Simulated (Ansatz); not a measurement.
# Lattice dynamics of KMgH3 (model cell, started as cubic perovskite with Mg in the octahedra)

How does KMgH3 (model cell, started as cubic perovskite with Mg in the octahedra) vibrate, and is this structure a minimum?

Program: Ansatz 0.2.0. Level of theory: DFT LDA, scalar-relativistic, plane waves, PAW; PAW set soft_1. Results are calculated unless marked as measured.

The structure was built from a prototype and need not be the compound's stable phase.

## 1. Starting point

The structure is cubic, space group Pm-3m (No. 221). Conventional cell: a = 4.057 Å, b = 4.057 Å, c = 4.057 Å, α = 90.00°, β = 90.00°, γ = 90.00°. Nearest to K lie 12 H at 2.87 Å. Mg has 6 H at 2.03 Å nearest. Nearest to H lie 2 Mg at 2.03 Å and 4 K at 2.87 Å and 8 H at 2.87 Å. Farther neighbours are not listed.

## 2. Bringing the structure to rest

Harmonic phonons are second derivatives at a point where the forces vanish, and they are wanted at zero stress, so atoms and cell are relaxed first.

input.yaml reads:

```yaml
crystal:
  lattice:
    - [4.0572, 0.0, 0.0]
    - [0.0, 4.0572, 0.0]
    - [0.0, 0.0, 4.0572]
  atoms:
    - { symbol: K, position: [0.0, 0.0, 0.0] }
    - { symbol: Mg, position: [0.5, 0.5, 0.5] }
    - { symbol: H, position: [0.5, 0.5, 0.0] }
    - { symbol: H, position: [0.5, 0.0, 0.5] }
    - { symbol: H, position: [0.0, 0.5, 0.5] }
kpoints:
  mp_grid: { grid: [6, 6, 6] }
hamiltonian:
  xc: lda
  pseudopotentials: { kind: paw, azcp: { folder: soft_1 }, xc_functional: pbe }
scf:
  occupations: { method: gaussian, width: 0.02 }
output:
  forces: true
  stress: true
  eigenvalues: true
relax:
  adjacent_minimum: "off"
  f_tol: 0.005
  max_steps: 80
  cell: { stress_tol: 0.05 }
```

Started as:

```sh
ansatz run input.yaml --threads 4 --pin off --max-ram 16384MiB --backend cpu --events-out ev --progress --plain --runs-dir out
```

Numbers of over 12 decimals in the logs are rounded to 6 here.

What it wrote:

```text
Engine: ansatz 0.2.0, aarch64-unknown-linux-gnu
Pseudopotentials: kind: paw
Pseudopotential: K, paw, valence charge 9, recommended cutoff 420 eV (normal), soft_1/K.paw.azcp
Pseudopotential: Mg, paw, valence charge 10, recommended cutoff 420 eV (normal), soft_1/Mg.paw.azcp
Pseudopotential: H, paw, valence charge 1, recommended cutoff 420 eV (normal), soft_1/H.paw.azcp
Functional definition: SPW92
  exchange = slater_x
  correlation = pw_c
Crystal: 5 atoms, lattice volume = 66.785 Å³
Basis set: ecut = 420 eV, 1309 PW (Γ)
Bands: 16, of which v1, the nominal top of the filled ones, is band 11 counted from 1 (10 counted from 0)
Symmetry: 48 space group operations
Space group: Pm-3m (ITA 221), of the structure as read, at distance tolerance 4.1e-5 Å
k-points: 20 of 216
Non-local potential: K, projectors of the file, l = 0: 3, l = 1: 2, l = 2: 2
Non-local potential: Mg, projectors of the file, l = 0: 3, l = 1: 2, l = 2: 1
Non-local potential: H, projectors of the file, l = 0: 2, l = 1: 1
PAW form: soft (Blöchl's): semilocal exchange-correlation on the pseudo side does not see the compensation charge
PAW frozen core: K, regenerated for the run's functional, and the local potential with it (the file was generated under x = pbe(κ = 0.804, μ = 0.219515), c = pbe(β = 0.066725))
PAW frozen core: Mg, regenerated for the run's functional, and the local potential with it (the file was generated under x = pbe(κ = 0.804, μ = 0.219515), c = pbe(β = 0.066725))
PAW one-centre angular grid: K, 110 points (default); XC on 64 Gauss nodes
PAW one-centre angular grid: Mg, 110 points (default); XC on 64 Gauss nodes
PAW one-centre angular grid: H, 110 points (default); XC on 64 Gauss nodes
Initial density: superposition of atomic densities (chi_scale 0.1, normalization cell, long waves kept (reshape's long-wave potential 0.00 eV rms))
Initial wavefunctions: pseudopotential atomic-orbital guess
Functional: x = slater, c = lda
SCF iter   1: F=—  HF=-3447.062146 eV  |F-HF|=—  |Δ(HF+E_count)|=         —  Δρ=5.43e-2  dr2=1.98e0  ethr=3.10e-3  ⟨swp⟩=6.0  Hψ=1938  notcnv=0
preconditioner: auto → Resta (q_TF=auto, 2.267 Å⁻¹)  ε∞=2.4  [insulator: Δε(μ)=3.129 eV  Ē_g=13.467 eV  σ=0.020 eV  W_gap=1.00  n_scr=18 (ndim 8)  ℏωp=15.7 eV  f_vac=0.000  D(μ)=0.00/eV (n_scr^D=0)  ε∞_Penn≈2.4]
SCF iter   2: F=—  HF=-3446.406827 eV  |F-HF|=—  |Δ(HF+E_count)|=   6.55e-1  Δρ=2.24e-2  dr2=3.97e-1  ethr=3.10e-3  ⟨swp⟩=2.0  Hψ=624  notcnv=0  defer=20
SCF iter   3: F=—  HF=-3446.254099 eV  |F-HF|=—  |Δ(HF+E_count)|=   1.53e-1  Δρ=3.17e-3  dr2=4.67e-3  ethr=1.81e-3  ⟨swp⟩=2.0  Hψ=440  notcnv=0  defer=20
SCF iter   4: F=—  HF=-3446.253966 eV  |F-HF|=—  |Δ(HF+E_count)|=   1.33e-4  Δρ=6.68e-4  dr2=1.64e-4  ethr=2.12e-5  ⟨swp⟩=2.0  Hψ=457  notcnv=0  defer=20
SCF iter   5: F=—  HF=-3446.253999 eV  |F-HF|=—  |Δ(HF+E_count)|=   3.37e-5  Δρ=5.10e-5  dr2=8.73e-7  ethr=7.44e-7  ⟨swp⟩=2.0  Hψ=497  notcnv=0  defer=20
SCF iter   6: F=—  HF=-3446.254004 eV  |F-HF|=—  |Δ(HF+E_count)|=   4.80e-6  Δρ=9.62e-6  dr2=5.84e-8  ethr=4.55e-10  ⟨swp⟩=10.2  Hψ=1790  notcnv=0
SCF iter   7: F=-3446.254004 eV  HF=-3446.254004 eV  |F-HF|=2.27e-10  |Δ(HF+E_count)|=   2.48e-9  Δρ=1.60e-6  dr2=1.75e-9  ethr=2.65e-10  ⟨swp⟩=2.5  Hψ=1077  notcnv=0
SCF 1 converged in 7 iterations: F = -3446.254004 eV  dr2 = 1.75e-9
  greatest PAW one-centre occupation: 1.000 electrons in one spin orbital (limit 2), on the Mg atom at site 1 (counted from 0), in its partial waves of l = 0
relax step   1: F+E_penalty+E_count = -3446.25400416 eV  Δ(F+E_penalty+E_count) = +0.000e0 eV  max|allowed force component| = 4.028e-29 eV/Å  Δτ_max = 0.0000 Å  P = -3.605 GPa  Ω = 66.785 Å³  (7 SCF iters, dr2 threshold 1.00e-7 eV, accepted)
Crystal: 5 atoms, lattice volume = 59.586 Å³
Basis set: ecut = 420 eV, 1189 PW (Γ)
Initial density: handed on by an earlier stage of this run
Initial wavefunctions: those handed on with the density
iter 1 solved again at ethr=1.82e-4 eV; its pass at ethr=3.10e-3 eV (dr2=4.00e-2 eV) is discarded
SCF iter   1: F=—  HF=-3446.356685 eV  |F-HF|=—  |Δ(HF+E_count)|=         —  Δρ=8.21e-3  dr2=3.99e-2  ethr=1.82e-4  ⟨swp⟩=1.2  Hψ=2100  notcnv=0
preconditioner: auto → Resta (q_TF=auto, 2.311 Å⁻¹)  ε∞=2.5  [insulator: Δε(μ)=2.477 eV  Ē_g=13.664 eV  σ=0.020 eV  W_gap=1.00  n_scr=18 (ndim 8)  ℏωp=16.7 eV  f_vac=0.000  D(μ)=0.00/eV (n_scr^D=0)  ε∞_Penn≈2.5]
SCF iter   2: F=—  HF=-3446.343350 eV  |F-HF|=—  |Δ(HF+E_count)|=   1.33e-2  Δρ=3.44e-3  dr2=8.04e-3  ethr=1.82e-4  ⟨swp⟩=2.0  Hψ=464  notcnv=0
SCF iter   3: F=—  HF=-3446.340011 eV  |F-HF|=—  |Δ(HF+E_count)|=   3.34e-3  Δρ=4.25e-4  dr2=7.09e-5  ethr=3.65e-5  ⟨swp⟩=2.1  Hψ=506  notcnv=0
SCF iter   4: F=—  HF=-3446.340006 eV  |F-HF|=—  |Δ(HF+E_count)|=   5.08e-6  Δρ=7.60e-5  dr2=2.55e-6  ethr=3.22e-7  ⟨swp⟩=2.4  Hψ=427  notcnv=0
SCF iter   5: F=-3446.340006 eV  HF=-3446.340006 eV  |F-HF|=1.63e-8  |Δ(HF+E_count)|=   7.27e-8  Δρ=9.73e-6  dr2=3.66e-8  ethr=2.27e-9  ⟨swp⟩=6.2  Hψ=1449  notcnv=0
SCF 2 converged in 5 iterations: F = -3446.340006 eV  dr2 = 3.66e-8
  greatest PAW one-centre occupation: 1.000 electrons in one spin orbital (limit 2), on the Mg atom at site 1 (counted from 0), in its partial waves of l = 1
relax step   2: F+E_penalty+E_count = -3446.34000561 eV  Δ(F+E_penalty+E_count) = -8.600e-2 eV  max|allowed force component| = 8.461e-30 eV/Å  Δτ_max = 0.0000 Å  P = +0.257 GPa  Ω = 59.586 Å³  energy of the carried Pulay correction = +2.848e-3 eV  (5 SCF iters, dr2 threshold 5.00e-7 eV, accepted)
Crystal: 5 atoms, lattice volume = 60.016 Å³
iter 1 solved again at ethr=9.01e-7 eV; its pass at ethr=3.10e-3 eV (dr2=1.98e-4 eV) is discarded
SCF iter   1: F=—  HF=-3446.340199 eV  |F-HF|=—  |Δ(HF+E_count)|=         —  Δρ=5.63e-4  dr2=1.94e-4  ethr=9.01e-7  ⟨swp⟩=2.1  Hψ=1818  notcnv=0
preconditioner: auto → Resta (q_TF=auto, 2.308 Å⁻¹)  ε∞=2.5  [insulator: Δε(μ)=2.325 eV  Ē_g=13.670 eV  σ=0.020 eV  W_gap=1.00  n_scr=18 (ndim 8)  ℏωp=16.6 eV  f_vac=0.000  D(μ)=0.00/eV (n_scr^D=0)  ε∞_Penn≈2.5]
SCF iter   2: F=—  HF=-3446.340132 eV  |F-HF|=—  |Δ(HF+E_count)|=   6.63e-5  Δρ=2.37e-4  dr2=3.90e-5  ethr=8.80e-7  ⟨swp⟩=1.9  Hψ=346  notcnv=0
SCF iter   3: F=—  HF=-3446.340117 eV  |F-HF|=—  |Δ(HF+E_count)|=   1.58e-5  Δρ=3.04e-5  dr2=3.39e-7  ethr=1.77e-7  ⟨swp⟩=2.0  Hψ=388  notcnv=0
SCF iter   4: F=-3446.340117 eV  HF=-3446.340117 eV  |F-HF|=3.16e-10  |Δ(HF+E_count)|=   3.78e-9  Δρ=4.97e-6  dr2=1.20e-8  ethr=7.48e-10  ⟨swp⟩=5.2  Hψ=1395  notcnv=0
SCF 3 converged in 4 iterations: F = -3446.340117 eV  dr2 = 1.20e-8
relax step   3: F+E_penalty+E_count = -3446.34011670 eV  Δ(F+E_penalty+E_count) = -1.111e-4 eV  max|allowed force component| = 6.689e-30 eV/Å  Δτ_max = 0.0000 Å  P = -0.039 GPa  Ω = 60.016 Å³  energy of the carried Pulay correction = +2.669e-3 eV  (4 SCF iters, dr2 threshold 1.65e-7 eV, accepted)
[...]
relax step   4: F+E_penalty+E_count = -3446.33811725 eV  Δ(F+E_penalty+E_count) = +1.999e-3 eV  max|allowed force component| = 1.000e-29 eV/Å  Δτ_max = 0.0000 Å  P = -0.071 GPa  Ω = 60.016 Å³  stress off target by 7.05e-2 GPa  SCF on the basis re-selected at this cell (its energy is not comparable with the rows above)  (4 SCF iters)
[...]
relax step   5: F+E_penalty+E_count = -3446.33818392 eV  Δ(F+E_penalty+E_count) = -6.667e-5 eV  max|allowed force component| = 9.996e-30 eV/Å  Δτ_max = 0.0000 Å  P = -0.001 GPa  Ω = 59.913 Å³  energy of the carried Pulay correction = +4.376e-5 eV  (4 SCF iters, dr2 threshold 1.24e-8 eV, accepted)
iter 1 solved again at ethr=4.89e-8 eV; its pass at ethr=3.10e-3 eV (dr2=1.08e-5 eV) is discarded
SCF iter   1: F=—  HF=-3446.338175 eV  |F-HF|=—  |Δ(HF+E_count)|=         —  Δρ=1.50e-6  dr2=6.88e-10  ethr=4.89e-8  ⟨swp⟩=3.5  Hψ=2740  notcnv=0
eigensolver tolerance schedule: the retry pair's looser diagonalisation over-reported the residual by 15633.22 of it (diagonalisation noise at 0.33 of the residual, at the tolerance the schedule requests for it); recorded, not acted on — ethr = c·dr2/N_el stays at c = 1.0e-1
preconditioner: auto → Resta (q_TF=auto, 2.309 Å⁻¹)  ε∞=2.5  [insulator: Δε(μ)=2.339 eV  Ē_g=13.674 eV  σ=0.020 eV  W_gap=1.00  n_scr=18 (ndim 8)  ℏωp=16.6 eV  f_vac=0.000  D(μ)=0.00/eV (n_scr^D=0)  ε∞_Penn≈2.5]
SCF iter   2: F=—  HF=-3446.338175 eV  |F-HF|=—  |Δ(HF+E_count)|=   5.12e-7  Δρ=8.80e-7  dr2=2.96e-10  ethr=3.13e-12  ⟨swp⟩=3.4  Hψ=726  notcnv=0
SCF iter   3: F=—  HF=-3446.338175 eV  |F-HF|=—  |Δ(HF+E_count)|=  7.91e-11  Δρ=3.96e-7  dr2=3.34e-11  ethr=1.00e-12  ⟨swp⟩=3.0  Hψ=1279  notcnv=0
SCF iter   4: F=-3446.338175 eV  HF=-3446.338175 eV  |F-HF|=8.64e-12  |Δ(HF+E_count)|=  3.77e-11  Δρ=1.70e-7  dr2=6.59e-12  ethr=1.00e-12  ⟨swp⟩=3.0  Hψ=840  notcnv=0
SCF 6 converged in 4 iterations: F = -3446.338175 eV  dr2 = 6.59e-12
relax step   6: F+E_penalty+E_count = -3446.33817490 eV  Δ(F+E_penalty+E_count) = +9.021e-6 eV  max|allowed force component| = 5.812e-30 eV/Å  Δτ_max = 0.0000 Å  P = -0.001 GPa  Ω = 59.913 Å³  stress off target by 9.19e-4 GPa  SCF on the basis re-selected at this cell (its energy is not comparable with the rows above)  (4 SCF iters)
basis re-selected at this cell: Δ(F+E_penalty+E_count) = +9.021e-6 eV, ΔP = -0.000 GPa vs the last step (what re-selecting the basis moved, of the pressure what is left beyond the Pulay correction that the steps carried, after the strain that the cell walked since its last selection, with what the two solves' SCF thresholds leave and, on support functions, any second-order correction that the steps lacked; it is no m [...]
SCF converged after 4 iterations
Free energy (F): -3446.338175 eV
Harris-Foulkes:  -3446.338175 eV  (|F-HF|=8.64e-12)
Internal energy: -3446.338175 eV  (E = F + TS)
E sigma→0 (E₀):  -3446.338175 eV
Fermi energy:    4.750333 eV
--- Per-component energies (eV) ---
  E_band       = -459.859727
  E_kinetic    = 366.031464
  E_local      = -2298.380609  (includes V_loc(G=0)·N_el)
  E_nonlocal   = 212.261368
  E_hartree    = 785.501396
  E_xc         = -186.953061
  E_vxc        = -234.007430  (∫ρ·V_xc dr)
  E_paw        = -1024.113652  (= ΣΔE_a)
  E_vpaw       = -76.764836  (= ΣTr[D̂ρ^β])
  E_aug_tail   = -0.002577  (compensation charges beyond the density's cutoff)
  E_ewald      = -1301.090485
  E_core_change = 0.407980  (= ΣΔE_core)
  E_smearing   = -0.000000  (= −TS)
  E_closure    = -0.000000  (closes the sum)
  Σ components = -3446.338175   (vs F -3446.338175, Δ=0.00e0)
--- Forces (eV/Å), atoms counted from 1 ---
  atom   1  K      0.00000000    -0.00000000     0.00000000
  atom   2  Mg    -0.00000000     0.00000000     0.00000000
  atom   3  H     -0.00000000     0.00000000     0.00000000
  atom   4  H      0.00000000     0.00000000     0.00000000
  atom   5  H      0.00000000    -0.00000000     0.00000000
  max |Σ_I F_I| component: 7.75e-30 eV/Å
--- Stress (GPa, compression-positive) ---
       -0.000919      -0.000000       0.000000
       -0.000000      -0.000919       0.000000
        0.000000       0.000000      -0.000919
  P = ⅓ Tr σ = -0.0009 GPa (-0.009 kbar)
--- Band table (eV; the first three rows and the last of 20) ---
  k-point 0: bands = [... 7 lower, -8.7539, -2.3369, 3.0139, 3.0139, 9.3768, 9.3768, 9.3768, 11.6270, ... 1 higher]
  k-point 1: bands = [... 7 lower, -8.7467, -2.0394, 2.5694, 3.1371, 9.2203, 9.2203, 9.5574, 10.8552, ... 1 higher]
  k-point 2: bands = [... 7 lower, -8.7323, -1.2455, 1.4737, 3.4174, 8.9103, 8.9103, 9.6479, 10.4249, ... 1 higher]
  k-point 19: bands = [... 7 lower, -8.9407, 1.2684, 1.2684, 1.2684, 5.9198, 9.1986, 9.1986, 9.1986, ... 1 higher]
--- Relaxed structure (4 steps of the walk, 4 accepted, 2 SCFs on fresh bases) ---
  F+E_penalty+E_count = -3446.33817490 eV   max|allowed force component| = 5.812e-30 eV/Å   (the final SCF, on the basis selected at the relaxed cell)
  cell:  # Å, volume = 59.9128 Å³
    - [3.912970, 0, 0]
    - [0, 3.912970, 0]
    - [0, 0, 3.912970]
  atoms:
    - { symbol: K, position: [0, 0, 0] }
    - { symbol: Mg, position: [0.5, 0.5, 0.5] }
    - { symbol: H, position: [0.5, 0.5, 0] }
    - { symbol: H, position: [0.5, 0, 0.5] }
    - { symbol: H, position: [0, 0.5, 0.5] }
```

It took 2.8 s on 4 threads of Arm Neoverse V1, shared host; peak memory 0.32 GiB; 9.2 s of CPU time.

The steps of the relaxation:

```
step  energy less that of the first step (eV)  largest force component (eV/Å)  pressure (GPa)  volume (Å³)
   1                                   0.0000                          0.0000           -3.60        66.79
   2                                  -0.0860                          0.0000            0.26        59.59
   3                                  -0.0861                          0.0000           -0.04        60.02
  4*                                  -0.0841                          0.0000           -0.07        60.02
   5                                  -0.0842                          0.0000            0.00        59.91
  6*                                  -0.0842                          0.0000            0.00        59.91
```

Relaxation steps marked * repeat the geometry before them on a plane-wave basis chosen anew for their cell, so energy and pressure can jump there.

The run keeps the 48 symmetry operations that it works with, so distortions that break them were not tested.

```
conventional cell, symmetrised  before  after   change
                         a (Å)   4.057  3.913   -3.6 %
                         b (Å)   4.057  3.913   -3.6 %
                         c (Å)   4.057  3.913   -3.6 %
              volume (Å³/atom)   13.36  11.98  -10.3 %
```

Final coordinates:

```cif
data_structure
_symmetry_space_group_name_H-M 'P 1'
_symmetry_Int_Tables_number 1
_cell_length_a 3.9130
_cell_length_b 3.9130
_cell_length_c 3.9130
_cell_angle_alpha 90.000
_cell_angle_beta 90.000
_cell_angle_gamma 90.000
_cell_volume 59.91
loop_
_atom_site_label
_atom_site_type_symbol
_atom_site_fract_x
_atom_site_fract_y
_atom_site_fract_z
_atom_site_occupancy
K1 K 0.00000 0.00000 0.00000 1
Mg2 Mg 0.50000 0.50000 0.50000 1
H3 H 0.50000 0.50000 0.00000 1
H4 H 0.50000 0.00000 0.50000 1
H5 H 0.00000 0.50000 0.50000 1
```

This step gave:

```
pressure           : -9.19e-4 GPa
gap on the k-mesh  : 2.339 eV
volume per atom    : 11.98 Å³
direct gap on mesh : 4.651 eV
```

In this step the volume went from 13.36 to 11.98 Å³/atom.

## 3. Relaxation

The relaxation is repeated from its end on the same settings, as a check that it has come to rest.

Edit input.yaml of step 2 so:

```diff
@@ -2,5 +2,5 @@
   lattice:
-    - [4.0572, 0.0, 0.0]
-    - [0.0, 4.0572, 0.0]
-    - [0.0, 0.0, 4.0572]
+    - [3.9129695371, 0.0, 0.0]
+    - [0.0, 3.9129695371, 0.0]
+    - [0.0, 0.0, 3.9129695371]
   atoms:
@@ -22,2 +22,6 @@
   eigenvalues: true
+  write_density: true
+  write_potential: true
+  elf: true
+  volumetric_format: npy
 relax:
```

What it wrote:

```text
[...]
Crystal: 5 atoms, lattice volume = 59.913 Å³
Basis set: ecut = 420 eV, 1189 PW (Γ)
Bands: 16, of which v1, the nominal top of the filled ones, is band 11 counted from 1 (10 counted from 0)
Symmetry: 48 space group operations
[...]
k-points: 20 of 216
[...]
--- Relaxed structure (1 steps of the walk, 1 accepted, 1 SCFs on fresh bases) ---
[...]
cell:  # Å, volume = 59.9128 Å³
    - [3.9129695371, 0.0, 0.0]
    - [0.0, 3.9129695371, 0.0]
    - [0.0, 0.0, 3.9129695371]
  atoms:
    - { symbol: K, position: [0.0, 0.0, 0.0] }
    - { symbol: Mg, position: [0.5, 0.5, 0.5] }
    - { symbol: H, position: [0.5, 0.5, 0.0] }
    - { symbol: H, position: [0.5, 0.0, 0.5] }
    - { symbol: H, position: [0.0, 0.5, 0.5] }
[key lines of the parts left out:]
SCF converged after 3 iterations
Free energy (F): -3446.338175 eV
Fermi energy:    4.750331 eV
P = ⅓ Tr σ = -0.0009 GPa (-0.009 kbar)
```

It took 1.1 s on 4 threads; peak memory 0.31 GiB; 3.6 s of CPU time.

Little changed from the start: no atom moved by 0.005 Å and no cell edge by 0.1 %.

Numbers from this step:

```
pressure : -9.22e-4 GPa
```

In this step the volume went from 11.98 to 11.98 Å³/atom.

## 4. Tight relaxation

Phonons need a cell at rest on their own settings, so the relaxation is repeated with tight tolerances on forces and stress, using the mesh and the filling of the phonon run that follows.

input.yaml, the sections that differ from step 3:

```yaml
kpoints:
  mp_grid: { grid: [8, 8, 8] }
scf:
  occupations: { method: fixed }
relax:
  adjacent_minimum: "off"
  f_tol: 0.001
  max_steps: 60
  cell: { stress_tol: 0.01 }
# crystal, hamiltonian, output: as in step 3
```

What it wrote:

```text
[...]
Crystal: 5 atoms, lattice volume = 59.913 Å³
Basis set: ecut = 420 eV, 1189 PW (Γ)
Bands: 16, of which v1, the nominal top of the filled ones, is band 11 counted from 1 (10 counted from 0)
Symmetry: 48 space group operations
[...]
k-points: 35 of 512
[...]
--- Relaxed structure (1 steps of the walk, 1 accepted, 1 SCFs on fresh bases) ---
[...]
cell:  # Å, volume = 59.9128 Å³
    - [3.9129695371, 0.0, 0.0]
    - [0.0, 3.9129695371, 0.0]
    - [0.0, 0.0, 3.9129695371]
  atoms:
    - { symbol: K, position: [0.0, 0.0, 0.0] }
    - { symbol: Mg, position: [0.5, 0.5, 0.5] }
    - { symbol: H, position: [0.5, 0.5, 0.0] }
    - { symbol: H, position: [0.5, 0.0, 0.5] }
    - { symbol: H, position: [0.0, 0.5, 0.5] }
[key lines of the parts left out:]
SCF converged after 4 iterations
Free energy (F): -3446.338140 eV
Fermi energy:    3.580612 eV
P = ⅓ Tr σ = -0.0016 GPa (-0.016 kbar)
```

Wall time 1.6 s (4 threads); peak memory 0.33 GiB; 5.5 s of CPU time.

Little changed from the start: no atom moved by 0.005 Å and no cell edge by 0.1 %.

This step gave:

* pressure: -0.001568 GPa

Valence density in the ac plane at fractional y = 0.500, with atoms of Mg and H within 0.2 Å of it. It is the smooth field of the valence electrons, not physical close to the nuclei.

Ten steps, logarithmic in the rise over the least value, from '_' (0 e/Å³) to '@' (26 e/Å³), each cell a mean:
```
__________..::--::..________
__________....::....________
____________......__________
____________......__________
......____..--==--..____....
--::......==##%%##--......::
==--......**@@@@%%==....::--
--::......++%%@@##--......::
::....____::++**==..____....
..__________......__________
____________......__________
__________..........________
__________..::--::..________
________..::--==--..________
```
Columns run along a (3.9 Å), rows up along c (3.9 Å). Atoms in or near the plane, at fractional coordinates: Mg at (0.50, 0.50), H at (0.50, 0.00), H at (0.00, 0.50).

Electrostatic potential energy in the ac plane at fractional y = 0.500, with atoms of Mg and H within 0.2 Å of it. With pseudopotentials it is smooth inside the atoms' cores, unlike the true potential.

Ten even steps from '_' (-72 eV) to '@' (8 eV), each cell a mean:
```
@@@@@@@@@@@@##**%%@@@@@@@@@@
@@@@@@@@@@@@@@%%@@@@@@@@@@@@
@@@@@@@@@@@@@@@@@@@@@@@@@@@@
@@@@@@@@@@@@%%%%%%@@@@@@@@@@
@@@@@@@@%%##++==++%%@@@@@@@@
##%%@@@@%%==..__..++%%@@@@%%
==##@@@@##::______==%%@@%%**
**%%@@@@##--____..++%%@@@@##
@@@@@@@@%%**--::==##@@@@@@@@
@@@@@@@@@@%%####%%%%@@@@@@@@
@@@@@@@@@@@@@@@@@@@@@@@@@@@@
@@@@@@@@@@@@@@@@@@@@@@@@@@@@
@@@@@@@@@@@@%%##%%@@@@@@@@@@
@@@@@@@@@@@@**==##@@@@@@@@@@
```
Columns run along a (3.9 Å; values clipped at the 3rd and 97th percentile), rows up along c (3.9 Å). Atoms in or near the plane, at fractional coordinates: Mg at (0.50, 0.50), H at (0.50, 0.00), H at (0.00, 0.50).

ELF in the ac plane at fractional y = 0.500, with atoms of Mg and H within 0.2 Å of it. It is the smooth field of the valence electrons, not physical close to the nuclei.

Ten even steps from '0' (0.18 × 1e-1) to '9' (9.97 × 1e-1), each cell a mean:
```
00048999998300
00027999995100
32113566652113
87421011001258
99830022100599
99940222310699
99941311221699
99940221221699
99840123200599
98520001001378
54212444432124
10025899984100
00048999997200
00159999998300
```
Columns run along a (3.9 Å), rows up along c (3.9 Å). Atoms in or near the plane, at fractional coordinates: Mg at (0.50, 0.50), H at (0.50, 0.00), H at (0.00, 0.50).

The forces vanish by symmetry and the pressure is -0.002 GPa, within the tolerances set. The cell now holds 11.98 Å³/atom.

[end of part 1 of 3]

[Logs are printed without paths, hosts, clocks, repeated set-up lines and the standing remarks that a program may print on its own settings, such as how far it seeks lower states.]

[Hosts, paths, dates, database ids (printed as entryN), source tags and the programs' standing remarks are cut or masked in the printed files.]
